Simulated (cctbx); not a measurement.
**What resolution and counting buy: SmAl4Fe**

Space group Pbam (no. 55), a = 7.0990 Å, b = 13.9820 Å, c = 4.0960 Å, α = 90.00°, β = 90.00°, γ = 90.00°.

```csv
atom,mult.,x,y,z,Ueq (Å²)
Sm1,4,0.8677,0.8512,0,0.0053
Fe1,4,0.8661,0.5902,0,0.0062
Al1,4,0.5206,0.8085,1/2,0.0096
Al2,4,0.6198,0.9509,1/2,0.0096
Al3,4,0.6345,0.5313,1/2,0.0101
Al4,4,0.7065,0.6866,1/2,0.0065
```

The model was made for the exercise: a known structure type with other elements put in, its volume estimated, not relaxed; displacement parameters are assumed.

Five simulated data sets (cctbx; Ag Kα, λ = 0.56087 Å; 4 % proportional error) differ in resolution or exposure (noise floor 8 counts in the first three, 8 in the last two). Each is refined with the right model, isotropic at 1.1 Å and anisotropic otherwise. How do the figures of merit and the uncertainties move?

```
d min (Å)  top counts  ⟨I/σ⟩ (unmerged, absences included)  unique  param. (scale apart)   Rint      R1  GooF  largest s.u. xyz (fractional)  s.u. U of Al1 (Å²)  largest error (Å)
      1.1       70000                                 16.4     195                    18  0.031  0.0127  1.78                        0.00036              0.0008             0.0040
     0.84       70000                                 15.6     414                    36  0.033  0.0086  0.93                        0.00012              0.0004             0.0017
      0.6       70000                                 13.8    1088                    36  0.034  0.0098  0.97                        0.00007              0.0002             0.0011
     0.75         300                                  1.0     578                    36  0.486  0.0945  0.95                        0.00439              0.0132             0.0265
     0.75        3000                                  4.9     578                    36  0.097  0.0290  0.95                        0.00062              0.0016             0.0054
```

GooF reaches 1.78 where the model lacks something that the data hold (anisotropy at the isotropic level, for one). The s.u. of U for Al1 goes 0.0008, 0.0004, 0.0002 Å² with resolution and 0.0132, 0.0016 Å² with exposure.

The 1.1 Å row also differs in its displacement model, so it isn't a clean test of resolution.

Hardware for the 0.6 Å refinement: 0.38 s on 1 thread of Arm Neoverse V2, on a shared host, peak memory 0.09 GiB.

[Logs are printed without paths, hosts, clocks, repeated set-up lines and the standing remarks that a program may print on its own settings, such as how far it seeks lower states.]
